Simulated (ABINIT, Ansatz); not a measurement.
# In (I4/mmm): phonons by linear response, part 4 of 4

Aim: the phonon dispersion of In (I4/mmm), checked by a second program.

ABINIT 10.8.3; DFT LDA, scalar-relativistic, plane waves, PseudoDojo norm-conserving pseudopotentials.

So far, highest frequency (cm⁻¹): step 9 (interpolated phonon bands) 122.

### 11. Cross-check with Ansatz

A second program on the same cell, potentials, cutoff and meshes tests the implementation of the phonon response, not its convergence.

This step: DFT LDA, scalar-relativistic, plane waves, PseudoDojo norm-conserving pseudopotentials (Ansatz 0.2.0).

input.yaml

```yaml
crystal:
  lattice:
    - [-1.5739990323, 1.5739990323, 2.4800797848]
    - [1.5739990323, -1.5739990323, 2.4800797848]
    - [1.5739990323, 1.5739990323, -2.4800797848]
  atoms:
    - { symbol: In, position: [0.0, 0.0, 0.0] }
kpoints:
  mp_grid: { grid: [16, 16, 16] }
hamiltonian:
  xc: lda
  pseudopotentials: { kind: nc, accuracy: standard }
scf:
  occupations: { method: gaussian, width: 0.27211 }
output:
  eigenvalues: true
basis:
  ecutwfc: 843.553
phonons:
  method: dfpt
  qmesh: [4, 4, 4]
  temperatures: { t_max: 1000, t_step: 50 }
  qpath:
    path:
      - [[0.0, 0.0, 0.0], [0.0, 0.0, 0.5], [0.25, 0.25, 0.25], [0.0, 0.5, 0.0], [0.0, 0.0, 0.0], [0.5, 0.5, -0.5], [0.35069725, 0.64930275, -0.35069725]]
      - [[-0.35069725, 0.35069725, 0.35069725], [0.0, 0.0, 0.0]]
      - [[0.0, 0.0, 0.5], [-0.20139451, 0.20139451, 0.5]]
      - [[0.5, 0.5, -0.20139451], [0.5, 0.5, -0.5]]
    npoints: 10
```

Launch:

```bash
> ansatz run input.yaml --threads 16 --pin off --max-ram 32768MiB --backend cpu --events-out ev --progress --plain --runs-dir out
```

Output:

```text
Warning: basis.ecutwfc = 843.553 eV is below the records' recommended 952.398519 eV, and the density's cutoff is lower with it unless basis.ecutrho_ratio is high enough to keep the records' density cutoff: compare with a run at a higher cutoff
Engine: ansatz 0.2.0, aarch64-unknown-linux-gnu
Pseudopotentials: kind: nc
Pseudopotential: In, nc, valence charge 13, recommended cutoff 952.398519 eV (normal), In.nc.azcp (PseudoDojo's, or run here from an input of PseudoDojo's; its table is named by hamiltonian.pseudopotentials.accuracy)
Functional definition: SPW92
  exchange = slater_x
  correlation = pw_c
Crystal: 1 atoms, lattice volume = 24.577 Å³
Basis set: ecut = 843.553 eV, 1355 PW (Γ), exchange–correlation on 64×64×64 points (8 copies of the dense FFT grid, shifted against one another)
Bands: 11, of which v1, the nominal top of the filled ones, is band 7 counted from 1 (6 counted from 0)
Symmetry: 16 space group operations
k-points: 349 of 4096
Non-local potential: In, projectors of the file, l = 0: 2, l = 1: 2, l = 2: 2
Initial density: superposition of atomic densities (chi_scale 0.1, normalization cell)
Initial wavefunctions: pseudopotential atomic-orbital guess
Functional: x = slater, c = lda
SCF iter   1: F=—  HF=-1802.766632 eV  |F-HF|=—  |Δ(HF+E_count)|=         —  Δρ=1.77e-2  dr2=1.00e-1  ethr=3.10e-3  ⟨swp⟩=5.4  Hψ=24888  notcnv=0
preconditioner: auto → none  [metal: Δε(μ)=0.050 eV  Ē_g=19.699 eV  σ=0.272 eV  W_gap=0.10  n_scr=8 (ndim 8)  ℏωp=27.0 eV  f_vac=0.000  D(μ)=0.37/eV (n_scr^D=0)  sad-step TF]
SCF iter   2: F=—  HF=-1802.737074 eV  |F-HF|=—  |Δ(HF+E_count)|=   2.96e-2  Δρ=9.74e-3  dr2=3.17e-2  ethr=7.70e-4  ⟨swp⟩=1.0  Hψ=6631  notcnv=0
SCF iter   3: F=—  HF=-1802.725052 eV  |F-HF|=—  |Δ(HF+E_count)|=   1.20e-2  Δρ=1.42e-3  dr2=2.42e-4  ethr=2.44e-4  ⟨swp⟩=2.8  Hψ=6440  notcnv=0  defer=2
SCF iter   4: F=—  HF=-1802.725021 eV  |F-HF|=—  |Δ(HF+E_count)|=   3.11e-5  Δρ=2.46e-4  dr2=6.46e-6  ethr=1.86e-6  ⟨swp⟩=2.8  Hψ=7786  notcnv=0
SCF iter   5: F=—  HF=-1802.725021 eV  |F-HF|=—  |Δ(HF+E_count)|=   3.30e-7  Δρ=3.46e-5  dr2=1.06e-7  ethr=4.97e-8  ⟨swp⟩=3.1  Hψ=7190  notcnv=0
SCF iter   6: F=—  HF=-1802.725020 eV  |F-HF|=—  |Δ(HF+E_count)|=   5.73e-7  Δρ=3.49e-6  dr2=1.09e-9  ethr=8.15e-10  ⟨swp⟩=2.6  Hψ=6591  notcnv=0
SCF iter   7: F=—  HF=-1802.725020 eV  |F-HF|=—  |Δ(HF+E_count)|=   1.10e-9  Δρ=4.09e-7  dr2=1.49e-11  ethr=8.41e-12  ⟨swp⟩=3.0  Hψ=7363  notcnv=0
SCF iter   8: F=-1802.725020 eV  HF=-1802.725020 eV  |F-HF|=2.27e-13  |Δ(HF+E_count)|=  2.73e-12  Δρ=7.22e-9  dr2=2.43e-15  ethr=1.00e-12  ⟨swp⟩=12.7  Hψ=29248  notcnv=0
SCF 1 converged in 8 iterations: F = -1802.725020 eV  dr2 = 2.43e-15
NSCF: frozen V_eff on 349 k-points
WARN: eigensolver did not converge in 5 slots of this pass, the one above among them; of largest residual over every band (k=0): 1 band(s) unlocked (lowest unlocked band 10, counted from 0; max residual 1.49e-5 eV among the unlocked bands, 1.49e-5 eV over every band); of lowest unlocked band (k=0): band 10
NSCF: frozen V_eff on 621 k-points
DFPT response loops at q = (0, 0, 0) (fractional): preconditioner auto → Kerker (q_TF=auto, 2.454 Å⁻¹) (partly filled bands, converged f_vac=0.000); β = 1.00, the filter's whole step (`scf.mixing.beta` (0.50) is not read by the response loops under this deck's `scf.mixing.preconditioner`; to damp them name `kerker` or `kerker_dos`, under which they read `scf.mixing.beta`, and type it under 1.00, their step now; both keys bind the ground state too); Broyden in place of MSR1
NSCF: frozen V_eff on 4352 k-points
DFPT response loops at q = (0, 0, 0.25) (fractional): mixed as the last ones told, above
NSCF: frozen V_eff on 2196 k-points
DFPT response loops at q = (0, 0, -0.5) (fractional): mixed as the last ones told, above
NSCF: frozen V_eff on 4352 k-points
DFPT response loops at q = (0, 0.25, 0) (fractional): mixed as the last ones told, above
NSCF: frozen V_eff on 8192 k-points
DFPT response loops at q = (0, 0.25, 0.25) (fractional): mixed as the last ones told, above
NSCF: frozen V_eff on 2196 k-points
DFPT response loops at q = (0, -0.5, 0) (fractional): mixed as the last ones told, above
NSCF: frozen V_eff on 8192 k-points
DFPT response loops at q = (0, -0.5, 0.25) (fractional): mixed as the last ones told, above
NSCF: frozen V_eff on 2096 k-points
DFPT response loops at q = (0.25, 0.25, 0.25) (fractional): mixed as the last ones told, above
NSCF: frozen V_eff on 2320 k-points
DFPT response loops at q = (0.25, 0.25, -0.25) (fractional): mixed as the last ones told, above
NSCF: frozen V_eff on 4352 k-points
DFPT response loops at q = (0.25, -0.5, -0.5) (fractional): mixed as the last ones told, above
NSCF: frozen V_eff on 2320 k-points
DFPT response loops at q = (0.25, -0.25, 0.25) (fractional): mixed as the last ones told, above
NSCF: frozen V_eff on 4352 k-points
DFPT response loops at q = (0.25, -0.25, -0.5) (fractional): mixed as the last ones told, above
NSCF: frozen V_eff on 1242 k-points
DFPT response loops at q = (-0.5, -0.5, -0.5) (fractional): mixed as the last ones told, above
SCF converged after 8 iterations
Free energy (F): -1802.725020 eV
Harris-Foulkes:  -1802.725020 eV  (|F-HF|=2.27e-13)
Internal energy: -1802.711150 eV  (E = F + TS)
E sigma→0 (E₀):  -1802.718085 eV
Entropy (-TS):   -0.013869 eV (-13.869 meV/atom)
Fermi energy:    11.083897 eV
--- Per-component energies (eV) ---
  E_band       = -12.894676
  E_kinetic    = 1133.131746
  E_local      = -1148.914780  (includes V_loc(G=0)·N_el)
  E_nonlocal   = -400.674572
  E_hartree    = 358.960524
  E_xc         = -536.843655
  E_vxc        = -314.358117  (∫ρ·V_xc dr)
  E_ewald      = -1208.370412
  E_smearing   = -0.013869  (= −TS)
  E_closure    = 0.000000  (closes the sum)
  Σ components = -1802.725020   (vs F -1802.725020, Δ=0.00e0)
--- Band table (eV; the first three rows and the last of 349) ---
  k-point 0: bands = [... 3 lower, -3.4310, -3.2588, 1.0700, 22.1035, 22.1035, 22.3215, 23.2623, 25.6900]
  k-point 1: bands = [... 3 lower, -3.4239, -3.2690, 1.1980, 21.2783, 21.5205, 21.6386, 22.6529, 26.1740]
  k-point 2: bands = [... 3 lower, -3.4084, -3.2957, 1.5850, 19.8047, 20.1021, 20.6402, 21.6553, 26.0602]
  k-point 348: bands = [... 3 lower, -3.1237, -3.1237, 7.7275, 8.0049, 16.3264, 16.3264, 20.0091, 20.1533]
--- Phonons (Γ-DFPT): 2 representative perturbations + reference (Σ response iterations 6) ---
  ASR residual: 1.145e-4 → 0.000e0 eV/Å²; symmetrization residual: 2.711e-20 eV/Å²
  ASR residual per site (eV/Å²): 1.14e-4
  Γ frequencies (cm⁻¹): 0.00 0.00 0.00
--- Phonons (arbitrary-q DFPT): 13 irreducible q on the 4×4×4 mesh ---
  q = [0.0000, 0.0000, 0.0000] (star 1, of the zone-centre solve; hermiticity 3.31e-25, symmetrization 7.10e-16): -0.00 -0.00 0.00
  q = [0.0000, 0.0000, 0.2500] (star 4, 2 solved perturbations in 3336 linear systems a pass and spin channel, the states on 2176 of 4096 k-point pairs; hermiticity 4.12e-8, symmetrization 3.65e-8, the responses' own estimated error 2.5e-4 eV/Å²): 29.78 50.75 86.68
  q = [0.0000, 0.0000, -0.5000] (star 2, 2 solved perturbations in 1719 linear systems a pass and spin channel, the states on 1098 of 4096 k-point pairs; hermiticity 3.17e-8, symmetrization 6.73e-9, the responses' own estimated error 2.2e-4 eV/Å²): 43.31 83.60 122.07
  q = [0.0000, 0.2500, 0.0000] (star 8, 3 solved perturbations on 2176 of 4096 k-point pairs; hermiticity 7.40e-6, symmetrization 6.14e-8, the responses' own estimated error 2.6e-4 eV/Å²): 19.56 25.28 81.02
  q = [0.0000, 0.2500, 0.2500] (star 16, 3 solved perturbations on 4096 of 4096 k-point pairs: no pair is spared here; hermiticity 9.60e-7, symmetrization 8.70e-16, the responses' own estimated error 2.1e-4 eV/Å²): 46.93 71.02 112.50
  q = [0.0000, -0.5000, 0.0000] (star 4, 3 solved perturbations on 1098 of 4096 k-point pairs; hermiticity 1.11e-6, symmetrization 1.17e-8, the responses' own estimated error 2.2e-4 eV/Å²): 20.35 37.50 122.32
  q = [0.0000, -0.5000, 0.2500] (star 8, 2 solved perturbations in 6272 linear systems a pass and spin channel, the states on 4096 of 4096 k-point pairs; hermiticity 3.02e-6, symmetrization 2.95e-8, the responses' own estimated error 2.3e-4 eV/Å²): 38.99 73.97 94.97
  q = [0.2500, 0.2500, 0.2500] (star 2, 2 solved perturbations in 1637 linear systems a pass and spin channel, the states on 1048 of 4096 k-point pairs; hermiticity 1.78e-8, symmetrization 1.99e-8, the responses' own estimated error 2.3e-4 eV/Å²): 51.74 105.72 105.72
  q = [0.2500, 0.2500, -0.2500] (star 2, 2 solved perturbations in 1808 linear systems a pass and spin channel, the states on 1160 of 4096 k-point pairs; hermiticity 4.16e-8, symmetrization 4.58e-8, the responses' own estimated error 2.4e-4 eV/Å²): 25.69 25.69 78.73
  q = [0.2500, -0.5000, -0.5000] (star 8, 3 solved perturbations on 2176 of 4096 k-point pairs; hermiticity 6.60e-6, symmetrization 7.99e-9, the responses' own estimated error 2.4e-4 eV/Å²): 31.67 72.78 101.25
  q = [0.2500, -0.2500, 0.2500] (star 4, 3 solved perturbations on 1160 of 4096 k-point pairs; hermiticity 2.12e-8, symmetrization 2.74e-8, the responses' own estimated error 2.5e-4 eV/Å²): 25.69 66.83 111.60
  q = [0.2500, -0.2500, -0.5000] (star 4, 2 solved perturbations in 3336 linear systems a pass and spin channel, the states on 2176 of 4096 k-point pairs; hermiticity 6.42e-7, symmetrization 3.45e-7, the responses' own estimated error 2.0e-4 eV/Å²): 72.24 83.07 93.92
  q = [-0.5000, -0.5000, -0.5000] (star 1, 2 solved perturbations in 970 linear systems a pass and spin channel, the states on 621 of 4096 k-point pairs; hermiticity 1.30e-8, symmetrization 1.42e-8, the responses' own estimated error 2.2e-4 eV/Å²): 44.46 44.46 106.51
  sum rule: each row above includes the acoustic sum rule's correction from the zone centre's row sums; it moved no ω² by more than (0.52 cm⁻¹)²
  mesh force constants: q→R imaginary residual 0.00e0; ASR residual 1.145e-4 → 0.000e0 eV/Å²; symmetrization residual 6.661e-16 eV/Å²
  interpolated dispersion: 94 rows × 3 modes
  density of states and harmonic sums: on the 24×24×28 q-mesh, interpolated from the force constants of a 4×4×4 supercell (no non-analytic term)
  largest difference from the sums on the solved wave vectors: F 9.21e-3 eV, S 1.29e-5 and C_V 3.65e-6 eV/K
  zero-point energy: 0.012388 eV/cell   skipped modes (ω ≤ 0): 23, of them read as no rigid motion or as one in doubt: 20 (4.340e-3 modes/cell left out, lowest -6.07 cm⁻¹)   left out of the sums: 1.51e-3 of the cell's modes: C_V's classical limit lies that fraction below 3 k_B per atom; for a crystal, a wire or a layer, F and S can be off by more, and a phonons.interpolated_qmesh denser along its periods is the remedy for the sampling
```

The job ended after 2.1 min (16 threads of Arm Neoverse V2, shared host; peak memory 5.6 GiB).

Numbers from this step:

* sum-rule residual before enforcement: 1.14e-4 eV/Å²
* lowest frequency on the path: -5.462 cm⁻¹
* share of modes beyond 3i cm⁻¹ on the dense interpolated mesh: 7.00e-4
* lowest mode on the q mesh (acoustic ones at the zone centre apart): 19.56 cm⁻¹

### 12. Side by side: ABINIT PseudoDojo and Ansatz, PseudoDojo

Worked out from the results:

- root-mean-square difference: 0.06 cm⁻¹
- largest difference: 0.12 cm⁻¹
- root-mean-square difference on the path: 0 cm⁻¹
- largest difference on the path: 0.1 cm⁻¹

The 12 of 36 modes that differ most. Frequencies side by side:

```csv
q (reciprocal lattice),mode,ABINIT PseudoDojo (cm⁻¹),"Ansatz, PseudoDojo (cm⁻¹)"
0.25 0 0,1,19.45,19.56
0.25 0 0,2,25.2,25.28
0.5 0 0,1,20.25,20.35
0.5 0 0,2,37.44,37.5
-0.25 0.25 0,1,29.68,29.78
0.5 0.5 0,1,43.24,43.31
0.25 0.25 0.25,1,51.69,51.74
-0.25 0.25 0.25,1,25.57,25.69
-0.25 0.5 0.25,1,31.57,31.67
-0.25 -0.25 0.25,1,25.61,25.69
-0.25 -0.25 0.25,2,25.61,25.69
-0.25 -0.25 0.25,3,78.68,78.73
```

The interpolated bands of the two lie on top of each other.

At the solved wavevectors the largest difference (acoustic modes at Γ apart) is 0.10 % of the highest mode.

### 13. What came out

```yaml
space_group_after_relaxation: I4/mmm
volume_per_atom: 24.6 Å³
q_mesh: 4×4×4
lowest_mode_on_the_q_mesh_acoustic_ones_at_the_zone_centre_apart: 19.4 cm⁻¹
imaginary_modes_on_the_q_mesh: none
largest_difference_from_ansatz_pseudodojo: 0.12 cm⁻¹
```

In (I4/mmm) is dynamically stable on the 4×4×4 mesh; its spectrum reaches 122 cm⁻¹. The base run prints -1.2 GPa, mostly the error of a finite basis; the relaxation, with a smoothed and higher cutoff, had brought the cell to rest. ABINIT PseudoDojo and Ansatz, PseudoDojo agree to 0.12 cm⁻¹ (0.10 % of the highest mode compared) on all solved modes but the acoustic ones at Γ. These are harmonic frequencies at zero temperature: anharmonic shifts and linewidths and thermal expansion are left out. In a metal the frequencies hang on the k mesh and the smearing, most of all near Kohn anomalies. Ansatz warns that the cutoff lies 11 % under the one recommended for these files; agreement at one cutoff is not convergence. The relaxed cell is 6 % smaller in volume than the measured one, and all results belong to that cell.

[Host names and launcher messages were left out of these logs when they were recorded.]

[Logs are printed without paths, hosts, clocks, repeated set-up lines and the standing remarks that a program may print on its own settings, such as how far it seeks lower states.]

[Hosts, paths, dates, database ids (printed as entryN), source tags and the programs' standing remarks are cut or masked in the printed files.]
